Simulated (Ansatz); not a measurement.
**LiGeF3 (model cell, started as cubic perovskite with Ge in the octahedra): following an unstable mode**

Aim: this structure of LiGeF3 (model cell, started as cubic perovskite with Ge in the octahedra) is to be tested for unstable modes, and one is followed downhill.

Calculated with Ansatz 0.2.0; DFT r2SCAN, scalar-relativistic, plane waves, PAW; PAW set soft_1.

The structure was built from a prototype and need not be the compound's stable phase.

## 1. Set-up

It takes space group Pm-3m (No. 221, cubic). The conventional cell has a = 4.340 Å, b = 4.340 Å, c = 4.340 Å, α = 90.00°, β = 90.00°, γ = 90.00°. Li has 12 F at 3.07 Å nearest. Nearest to Ge lie 6 F at 2.17 Å. Nearest to F lie 2 Ge at 2.17 Å. Farther neighbours and most contacts between anions are not listed.

## 2. Response at finite wavevector

The cell comes from relaxations at this level that are not shown. Stability and thermal properties need the whole zone. Linear response on a 2×2×2 q mesh gives force constants as far as a supercell of that size would, and the tensors from the zone-centre run are typed in so that the long-range dipole term is interpolated apart.

Contents of input.yaml:

```yaml
crystal:
  lattice:
    - [4.3400973773, 0.0, 0.0]
    - [0.0, 4.3400973773, 0.0]
    - [0.0, 0.0, 4.3400973773]
  atoms:
    - { symbol: Li, position: [0.0, 0.0, 0.0] }
    - { symbol: Ge, position: [0.5, 0.5, 0.5] }
    - { symbol: F, position: [0.5, 0.5, 0.0] }
    - { symbol: F, position: [0.5, 0.0, 0.5] }
    - { symbol: F, position: [0.0, 0.5, 0.5] }
kpoints:
  mp_grid: { grid: [12, 12, 12] }
hamiltonian:
  xc: r2scan
  pseudopotentials: { kind: paw, azcp: { folder: soft_1 } }
scf:
  occupations: { method: fixed }
output:
  eigenvalues: true
phonons:
  method: dfpt
  qmesh: [2, 2, 2]
  temperatures: { t_max: 1000, t_step: 50 }
  qpath:
    path:
      - [[0.0, 0.0, 0.0], [0.0, 0.5, 0.0], [0.5, 0.5, 0.0], [0.0, 0.0, 0.0], [0.5, 0.5, 0.5], [0.0, 0.5, 0.0]]
      - [[0.5, 0.5, 0.5], [0.5, 0.5, 0.0]]
    npoints: 10
  non_analytic_term:
    high_frequency_dielectric_tensor: [[3.4248, 0.0, 0.0], [0.0, 3.4248, 0.0], [0.0, 0.0, 3.4248]]
    born_effective_charges:
      - { species: Li, tensor: [[1.2413, 0.0, 0.0], [0.0, 1.2413, 0.0], [0.0, 0.0, 1.2413]] }
      - { species: Ge, tensor: [[3.7783, 0.0, 0.0], [0.0, 3.7783, 0.0], [0.0, 0.0, 3.7783]] }
      - { species: F, tensor: [[-0.3902, 0.0, 0.0], [0.0, -0.3902, 0.0], [0.0, 0.0, -4.2391]] }
      - { species: F, tensor: [[-0.3902, 0.0, 0.0], [0.0, -4.2391, 0.0], [0.0, 0.0, -0.3902]] }
      - { species: F, tensor: [[-4.2391, 0.0, 0.0], [0.0, -0.3902, 0.0], [0.0, 0.0, -0.3902]] }
    source: "zone-centre run at this cell"
```

Command:

```bash
ansatz run input.yaml --threads 8 --pin off --max-ram 16384MiB --backend cpu --events-out ev --progress --plain --runs-dir out
```

Numbers of over 12 decimals in the logs are rounded to 6 here.

The log of the run:

```text
Engine: ansatz 0.2.0, x86_64-unknown-linux-gnu
Pseudopotentials: kind: paw
Pseudopotential: Li, paw, valence charge 3, recommended cutoff 500 eV (meta_gga), soft_1/Li.paw.azcp
Pseudopotential: Ge, paw, valence charge 14, recommended cutoff 500 eV (meta_gga), soft_1/Ge.paw.azcp
Pseudopotential: F, paw, valence charge 7, recommended cutoff 500 eV (meta_gga), soft_1/F.paw.azcp
Functional definition: r2SCAN
  parameter k0 = 0.174
  parameter k1 = 0.065
  parameter a1 = 4.9479
  exchange = r2scan_x(k0 = k0, k1 = k1, a1 = a1)
  correlation = r2scan_c
Crystal: 5 atoms, lattice volume = 81.752 Å³
Basis set: ecut = 500 eV, 2103 PW (Γ), exchange–correlation on 320×320×320 points (1000 copies of the dense FFT grid, shifted against one another)
Bands: 24, of which v1, the nominal top of the filled ones, is band 19 counted from 1 (18 counted from 0)
Symmetry: 48 space group operations
k-points: 518 of 1728 (irreducible under 2 space group operations, time reversal used)
Non-local potential: Li, projectors of the file, l = 0: 3, l = 1: 2, l = 2: 1
Non-local potential: Ge, projectors of the file, l = 0: 2, l = 1: 2, l = 2: 3, l = 3: 1
Non-local potential: F, projectors of the file, l = 0: 2, l = 1: 2, l = 2: 1
PAW form: soft (Blöchl's): semilocal exchange-correlation on the pseudo side does not see the compensation charge
PAW frozen core: Ge, regenerated for the run's functional (the file was generated under x = pbe(κ = 0.804, μ = 0.219515), c = pbe(β = 0.066725))
PAW frozen core: F, regenerated for the run's functional (the file was generated under x = pbe(κ = 0.804, μ = 0.219515), c = pbe(β = 0.066725))
PAW one-centre angular grid: Li, 302 points (default); XC on 295 of its mesh's 2161 points in the sphere
PAW one-centre angular grid: Ge, 590 points (default); XC on 160 Gauss nodes
PAW one-centre angular grid: F, 302 points (default); XC on 160 Gauss nodes
Initial density: superposition of atomic densities (chi_scale 0.1, normalization cell), built separately for each of the 2 bonded fragments (scf.initial_density.interfragment_charge_transfer: auto; true builds it for the cell as a whole; a typed value also counts as a typed key of the start: scf.initial_density.chi_scale says what that changes, if anything)
Initial wavefunctions: pseudopotential atomic-orbital guess
Functional: x = r2scan, c = r2scan; τ floored in thin density (d = 2e-4 eV/Å³)
SCF iter   1: F=—  HF=-6940.836441 eV  |F-HF|=—  |Δ(HF+E_count)|=         —  Δρ=7.38e-2  dr2=4.75e0  dr2_τ=2.86e-2  ethr=3.10e-3  ⟨swp⟩=4.8  Hψ=51941  notcnv=0  defer=1410
preconditioner: auto → Resta (q_TF=auto, 2.401 Å⁻¹)  ε∞=4.3  [insulator: Δε(μ)=1.163 eV  Ē_g=10.176 eV  n_scr=18 (ndim 8)  ℏωp=18.4 eV  f_vac=0.011  ε∞_Penn≈4.3]
SCF iter   2: F=—  HF=-6939.347831 eV  |F-HF|=—  |Δ(HF+E_count)|=    1.49e0  Δρ=3.10e-2  dr2=1.39e0  dr2_τ=2.20e-2  ethr=3.10e-3  ⟨swp⟩=2.8  Hψ=28636  notcnv=0  defer=1165
SCF iter   3: F=—  HF=-6938.978446 eV  |F-HF|=—  |Δ(HF+E_count)|=   3.69e-1  Δρ=1.76e-2  dr2=3.76e-1  dr2_τ=1.19e-2  ethr=3.10e-3  ⟨swp⟩=2.2  Hψ=23985  notcnv=0  defer=1016
SCF iter   4: F=—  HF=-6938.891760 eV  |F-HF|=—  |Δ(HF+E_count)|=   8.67e-2  Δρ=5.27e-3  dr2=4.07e-2  dr2_τ=6.28e-4  ethr=9.89e-4  ⟨swp⟩=4.0  Hψ=21615  notcnv=0  defer=1541
SCF iter   5: F=—  HF=-6938.893921 eV  |F-HF|=—  |Δ(HF+E_count)|=   2.16e-3  Δρ=3.99e-3  dr2=8.57e-3  dr2_τ=4.75e-4  ethr=1.07e-4  ⟨swp⟩=2.3  Hψ=27931  notcnv=0  defer=1533
SCF iter   6: F=—  HF=-6938.891424 eV  |F-HF|=—  |Δ(HF+E_count)|=   2.50e-3  Δρ=9.50e-4  dr2=6.60e-4  dr2_τ=2.77e-5  ethr=2.26e-5  ⟨swp⟩=2.0  Hψ=22285  notcnv=0  defer=1543
SCF iter   7: F=—  HF=-6938.892150 eV  |F-HF|=—  |Δ(HF+E_count)|=   7.26e-4  Δρ=2.70e-4  dr2=5.33e-5  dr2_τ=3.10e-6  ethr=1.74e-6  ⟨swp⟩=2.0  Hψ=22803  notcnv=0  defer=1543
SCF iter   8: F=—  HF=-6938.892170 eV  |F-HF|=—  |Δ(HF+E_count)|=   2.00e-5  Δρ=4.06e-5  dr2=1.20e-6  dr2_τ=4.45e-8  ethr=1.40e-7  ⟨swp⟩=2.0  Hψ=22366  notcnv=0  defer=1453
SCF iter   9: F=—  HF=-6938.892171 eV  |F-HF|=—  |Δ(HF+E_count)|=   1.72e-6  Δρ=9.52e-6  dr2=5.35e-8  dr2_τ=3.25e-9  ethr=3.17e-9  ⟨swp⟩=2.0  Hψ=22009  notcnv=0  defer=553
SCF iter  10: F=—  HF=-6938.892172 eV  |F-HF|=—  |Δ(HF+E_count)|=   8.56e-8  Δρ=1.64e-6  dr2=2.57e-9  dr2_τ=6.23e-11  ethr=1.41e-10  ⟨swp⟩=2.0  Hψ=21756  notcnv=0  defer=555
SCF iter  11: F=—  HF=-6938.892172 eV  |F-HF|=—  |Δ(HF+E_count)|=   3.55e-9  Δρ=4.69e-7  dr2=1.18e-10  dr2_τ=8.72e-12  ethr=6.78e-12  ⟨swp⟩=2.0  Hψ=21756  notcnv=0  defer=555
SCF iter  12: F=—  HF=-6938.892172 eV  |F-HF|=—  |Δ(HF+E_count)|=  8.55e-11  Δρ=1.81e-7  dr2=1.87e-11  dr2_τ=9.54e-13  ethr=1.00e-12  ⟨swp⟩=2.1  Hψ=20599  notcnv=0  defer=555
SCF iter  13: F=-6938.892172 eV  HF=-6938.892172 eV  |F-HF|=9.09e-13  |Δ(HF+E_count)|=  6.37e-12  Δρ=2.32e-8  dr2=3.48e-13  dr2_τ=3.80e-14  ethr=1.00e-12  ⟨swp⟩=11.6  Hψ=65628  notcnv=0
SCF 1 converged in 13 iterations: F = -6938.892172 eV  dr2 = 3.48e-13
  greatest PAW one-centre occupation: 0.999 electrons in one spin orbital (limit 2), on the Li atom at site 0 (counted from 0), in its partial waves of l = 0
DFPT response loops at Γ: preconditioner auto → none (the input reference at scf.mixing.eps_inf says where Resta's filter doesn't serve); β = 0.50; Broyden in place of MSR1
NSCF: frozen V_eff on 84 k-points
NSCF: frozen V_eff on 686 k-points
DFPT response loops at q = (0, 0, -0.5) (fractional): mixed as the last ones told, above
NSCF: frozen V_eff on 686 k-points
DFPT response loops at q = (0, -0.5, -0.5) (fractional): mixed as the last ones told, above
NSCF: frozen V_eff on 686 k-points
DFPT response loops at q = (-0.5, -0.5, -0.5) (fractional): mixed as the last ones told, above
SCF converged after 13 iterations
Free energy (F): -6938.892172 eV
Harris-Foulkes:  -6938.892172 eV  (|F-HF|=9.09e-13)
Internal energy: -6938.892172 eV  (E = F + TS)
E sigma→0 (E₀):  -6938.892172 eV
Fermi energy:    4.737982 eV
--- Per-component energies (eV) ---
  E_band       = -475.245189
  E_kinetic    = 701.630568
  E_local      = -5003.896794  (includes V_loc(G=0)·N_el)
  E_nonlocal   = 449.361133
  E_hartree    = 2149.062579
  E_xc         = -304.325504
  E_vxc        = -419.173268  (∫ρ·V_xc dr)
  E_paw        = -2661.554896  (= ΣΔE_a)
  E_vpaw       = -531.519466  (= ΣTr[D̂ρ^β])
  E_aug_tail   = 0.001122  (compensation charges beyond the density's cutoff)
  E_vtau       = 30.226350  (kinetic-family band-sum trace: ∫τ·v_τ [+ j·A + Jᵃ·Aᵃ] dr)
  E_ewald      = -2267.990445
  E_core_change = -1.179936  (= ΣΔE_core)
  E_smearing   = -0.000000  (= −TS)
  E_closure    = -0.000000  (closes the sum)
  Σ components = -6938.892172   (vs F -6938.892172, Δ=0.00e0)
--- Band table (eV; the first three rows and the last of 518) ---
  k-point 0: bands = [... 15 lower, -1.3184, -1.3075, -1.3075, -1.3075, 6.1644, 10.2633, 10.2633, 10.2633, ... 1 higher]
  k-point 1: bands = [... 15 lower, -1.3143, -1.3106, -1.3106, -1.0403, 6.2176, 10.0035, 10.2681, 10.2681, ... 1 higher]
  k-point 2: bands = [... 15 lower, -1.3329, -1.3091, -1.3091, -0.4561, 6.3645, 9.4397, 10.2841, 10.2841, ... 1 higher]
  k-point 517: bands = [... 15 lower, -0.8871, -0.8871, -0.8871, 4.7380, 6.9069, 6.9069, 6.9069, 8.6974, ... 1 higher]
--- Phonons (Γ-DFPT): 4 representative perturbations + reference, on 518 of 1728 k-points (Σ response iterations 25) ---
  k mesh reduced under 2 symmetry operations, with k and −k counted as one. Each operation leaves every solved perturbation unchanged. A smaller set is not considered because the functional reads the kinetic-energy density
  ASR residual: 2.251e-4 → 0.000e0 eV/Å²; symmetrization residual: 4.532e-6 eV/Å²
  ASR residual per site (eV/Å²): 2.25e-4 2.97e-5 7.32e-5 7.32e-5 7.32e-5
  Γ frequencies (cm⁻¹): -308.10 -308.10 -308.10 -216.47 -216.47 -216.47 -83.78 -83.78 -83.78 0.00 0.00 0.00 155.43 155.43 155.43
--- Phonons (arbitrary-q DFPT): 4 irreducible q on the 2×2×2 mesh ---
  q = [0.0000, 0.0000, 0.0000] (star 1, of the zone-centre solve; hermiticity 1.64e-6, symmetrization 9.89e-10): -308.10 -308.10 -308.10 -216.47 -216.47 -216.47 -83.78 -83.78 -83.78 0.00 0.00 0.00 155.43 155.43 155.43
  q = [0.0000, 0.0000, -0.5000] (star 3, 9 solved perturbations in 2646 linear systems a pass and spin channel, the states on 343 of 1728 k-point pairs; hermiticity 7.25e-7, symmetrization 2.79e-12): -295.58 -295.58 -206.77 -206.77 -95.75 -74.06 -74.06 -61.37 77.64 77.64 103.53 103.53 137.05 255.90 415.30
  q = [0.0000, -0.5000, -0.5000] (star 3, 9 solved perturbations in 2646 linear systems a pass and spin channel, the states on 343 of 1728 k-point pairs; hermiticity 4.21e-7, symmetrization 2.84e-13): -283.12 -202.48 -202.48 -182.20 -140.87 -64.07 -64.07 54.61 54.61 89.30 147.73 271.35 271.35 297.17 414.43
  q = [-0.5000, -0.5000, -0.5000] (star 1, 4 solved perturbations in 931 linear systems a pass and spin channel, the states on 343 of 1728 k-point pairs; hermiticity 5.50e-8, symmetrization 5.02e-12): -217.17 -217.17 -217.17 -141.39 -141.39 -141.39 210.72 210.72 210.72 212.54 212.54 212.54 296.71 296.71 425.95
  sum rule: each row above includes the acoustic sum rule's correction from the zone centre's row sums; it moved no ω² by more than (2.97 cm⁻¹)²
  mesh force constants: q→R imaginary residual 1.12e-17; ASR residual 2.251e-4 → 0.000e0 eV/Å²; symmetrization residual 5.329e-15 eV/Å²
  interpolated dispersion: 63 rows × 15 modes
  density of states and harmonic sums: on the 14×14×14 q-mesh, interpolated from the force constants of a 2×2×2 supercell (with the dipole–dipole term of supplied tensors)
  largest difference from the sums on the solved wave vectors: F 5.98e-2 eV, S 9.21e-5 and C_V 3.38e-5 eV/K
  zero-point energy: 0.087791 eV/cell   skipped modes (ω ≤ 0): 899, of them read as no rigid motion or as one in doubt: 896 (7.496e0 modes/cell left out, lowest -308.10 cm⁻¹)   left out of the sums: 5.00e-1 of the cell's modes: C_V's classical limit lies that fraction below 3 k_B per atom; for a crystal, a wire or a layer, F and S can be off by more, and a phonons.interpolated_qmesh denser along its periods is the remedy for the sampling
```

The job ended after 10 min (8 threads of AMD EPYC 7B13 (Zen 3), shared host; peak memory 10 GiB; 76 min of CPU time).

In the SCF lines HF is the Harris–Foulkes energy and dr2 the Hartree energy of the density residual, in eV; the loop may stop once dr2 is under the threshold and the program's other checks hold. Hψ counts applications of the Hamiltonian.

This step gave:

- gap on the k-mesh: 1.426 eV
- volume per atom: 16.35 Å³
- sum-rule residual before enforcement: 2.25e-4 eV/Å²
- lowest frequency on the path: -308.1 cm⁻¹
- point group: m-3m
- highest frequency on the path or at a solved wavevector: 425.9 cm⁻¹
- highest optical mode at the zone centre (no LO-TO term): 155.4 cm⁻¹
- lowest optical zone-centre mode: -308.1 cm⁻¹
- lowest mode on the q mesh (acoustic modes at Γ apart): -308.1 cm⁻¹

Frequencies (cm⁻¹) solved at each irreducible wavevector; negative means imaginary. Frequencies by wavevector, by row:

```tsv
q in reciprocal lattice units	star	mode 1	mode 2	mode 3	mode 4	mode 13	mode 14	mode 15
0 0 0	1	-308.1	-308.1	-308.1	-216.5	155.4	155.4	155.4
0 0 -0.5	3	-295.6	-295.6	-206.8	-206.8	137.1	255.9	415.3
0 -0.5 -0.5	3	-283.1	-202.5	-202.5	-182.2	271.4	297.2	414.4
-0.5 -0.5 -0.5	1	-217.2	-217.2	-217.2	-141.4	296.7	296.7	425.9
```

Interpolated from a 2×2×2 q mesh, rough between the solved points, with the LO-TO term (at Γ the limit along the path; where Γ stands inside the path, tables give the limit on arrival). Phonon branches along the path, in cm⁻¹:

```tsv
point	branch 1	branch 2	branch 3	branch 4	branch 12	branch 13	branch 14	branch 15
Γ	-308	-308	-263	-216	137	155	155	419
halfway	-302	-302	-212	-212	139	139	193	418
X	-296	-296	-207	-207	104	137	256	415
halfway	-290	-204	-196	-151	174	213	264	407
M	-283	-202	-202	-182	271	271	297	414
halfway	-296	-206	-204	-174	139	175	216	395
Γ	-308	-308	-263	-216	137	155	155	419
halfway	-207	-207	-165	-165	180	204	204	377
R	-217	-217	-217	-141	212	297	297	426
halfway	-211	-195	-182	-153	186	219	257	400
X	-296	-296	-207	-207	104	137	256	415
jump to R	-217	-217	-217	-141	212	297	297	426
halfway	-209	-209	-203	-141	254	254	297	413
M	-283	-202	-202	-182	271	271	297	414
```

Symmetry leaves 4 wavevectors to solve. The lowest mode among them, the acoustic zeros apart, lies at Γ and is imaginary, 308.1i cm⁻¹, so the energy falls along it.

## 3. The mode frozen in, largest atomic shift 0 Å

The mode followed lies at Γ with frequency 308.1i cm⁻¹ and is 3-fold degenerate, the softest among the wavevectors solved. At small amplitude the distorted cell has space group no. 99 by a symmetry search on the positions. The undistorted cell that holds it gives the zero of energy on the same k mesh.

input.yaml, the sections that differ from step 2:

```yaml
scf:
  occupations: { method: gaussian, width: 0.02 }
output:
  forces: true
  stress: true
  eigenvalues: true
# crystal, kpoints, hamiltonian: as in step 2
# phonons: removed
```

The log of the run:

```text
[...]
Crystal: 5 atoms, lattice volume = 81.752 Å³
Basis set: ecut = 500 eV, 2103 PW (Γ), exchange–correlation on 128×128×128 points (64 copies of the dense FFT grid, shifted against one another)
Bands: 24, of which v1, the nominal top of the filled ones, is band 19 counted from 1 (18 counted from 0)
Symmetry: 48 space group operations
[...]
k-points: 84 of 1728
[...]
--- Band table (eV; the first three rows and the last of 84) ---
  k-point 0: bands = [... 15 lower, -1.3184, -1.3075, -1.3075, -1.3075, 6.1645, 10.2633, 10.2633, 10.2633]
  k-point 1: bands = [... 15 lower, -1.3143, -1.3106, -1.3106, -1.0403, 6.2177, 10.0035, 10.2682, 10.2682]
  k-point 2: bands = [... 15 lower, -1.3329, -1.3091, -1.3091, -0.4561, 6.3646, 9.4397, 10.2841, 10.2841]
  k-point 83: bands = [... 15 lower, -0.8871, -0.8871, -0.8871, 4.7381, 6.9070, 6.9070, 6.9070, 8.6974]
[key lines of the parts left out:]
SCF converged after 9 iterations
Free energy (F): -6938.892157 eV
Fermi energy:    5.451311 eV
P = ⅓ Tr σ = 0.0013 GPa (0.013 kbar)
```

It took 2.4 s on 8 threads; peak memory 0.72 GiB; 16 s of CPU time.

Numbers from this step:

```yaml
pressure: 0.001262 GPa
energy_from_the_undistorted_cell: 0 meV/atom
```

At this level the gap is 1.43 eV on the k-mesh of the self-consistent run, which can miss the band edges.

## 4. The mode frozen in, largest atomic shift 0.32 Å

The atoms are moved along the unstable eigenvector, the largest shift by 0.32 Å, with the cell fixed.

input.yaml, the sections that differ from step 3:

```yaml
crystal:
  lattice:
    - [4.3400973773, 0.0, 0.0]
    - [0.0, 4.3400973773, 0.0]
    - [0.0, 0.0, 4.3400973773]
  atoms:
    - { symbol: Li, position: [0.0, 0.0133929375, 0.0] }
    - { symbol: Ge, position: [0.5, 0.4902585062, 0.5] }
    - { symbol: F, position: [0.5, 0.4793089247, 0.0] }
    - { symbol: F, position: [0.5, 0.0737310646, 0.5] }
    - { symbol: F, position: [0.0, 0.4793089247, 0.5] }
# kpoints, hamiltonian, scf, output: as in step 3
```

The log of the run:

```text
[...]
Crystal: 5 atoms, lattice volume = 81.752 Å³
Basis set: ecut = 500 eV, 2103 PW (Γ), exchange–correlation on 128×128×128 points (64 copies of the dense FFT grid, shifted against one another)
Bands: 24, of which v1, the nominal top of the filled ones, is band 19 counted from 1 (18 counted from 0)
Symmetry: 8 space group operations
[...]
--- Band table (eV; the first three rows and the last of 196) ---
  k-point 0: bands = [... 15 lower, -1.2626, -1.2626, -1.2502, -0.5236, 6.2498, 10.3249, 10.3249, 10.5517]
  k-point 1: bands = [... 15 lower, -1.2969, -1.2765, -1.2500, -0.3397, 6.2946, 10.0420, 10.3336, 10.5814]
  k-point 2: bands = [... 15 lower, -1.3457, -1.3152, -1.2521, 0.1066, 6.4176, 9.4739, 10.3607, 10.6251]
  k-point 195: bands = [... 15 lower, -1.1063, -1.1063, -0.8346, 4.2334, 7.1451, 7.1451, 8.5364, 8.6582]
[key lines of the parts left out:]
SCF converged after 10 iterations
Free energy (F): -6939.087385 eV
Fermi energy:    5.241591 eV
P = ⅓ Tr σ = 1.8003 GPa (18.003 kbar)
```

Elapsed: 10 s, on 8 threads; peak memory 0.89 GiB.

Numbers from this step:

```yaml
pressure: 1.800 GPa
gap_on_the_k_mesh: 2.016 eV
energy_from_the_undistorted_cell: -39.05 meV/atom
```

The energy, extrapolated to zero smearing, is -39.05 meV/atom against the undistorted cell.

The run ends at a pressure of 1.80 GPa, with forces up to 1.0 eV/Å.

## 5. Energy along the mode, all amplitudes (two of the runs are shown above)

An imaginary frequency means negative curvature, so the energy should fall and then rise again as anharmonic terms take over.

This step gave:

```yaml
depth_at_the_lowest_point_sampled: 39.05 meV/atom
largest_atomic_shift_at_that_point: 0.32 Å
```

Table of energy from the parent by largest atomic shift:

```tsv
largest atomic shift (Å)	energy from the parent (meV/atom)
0.000	0
0.040	-1.30
0.080	-5.05
0.140	-14.3
0.220	-29.2
0.320	-39.0
0.450	4.36
```

Displacement at unit largest shift by atom:

```tsv
atom	x (Å)	y (Å)	z (Å)	size
Li1	0.00	0.18	0.00	0.18
Ge2	0.00	-0.13	0.00	0.13
F3	0.00	-0.28	0.00	0.28
F4	0.00	1.00	0.00	1.00
F5	0.00	-0.28	0.00	0.28
```

The lowest of the steps tried is at 0.32 Å, 39.0 meV/atom below the parent; the bottom of the well need not coincide with a step.

(Continued in part 2 of 3.)

[Logs are printed without paths, hosts, clocks, repeated set-up lines and the standing remarks that a program may print on its own settings, such as how far it seeks lower states.]

[Hosts, paths, dates, database ids (printed as entryN), source tags and the programs' standing remarks are cut or masked in the printed files.]
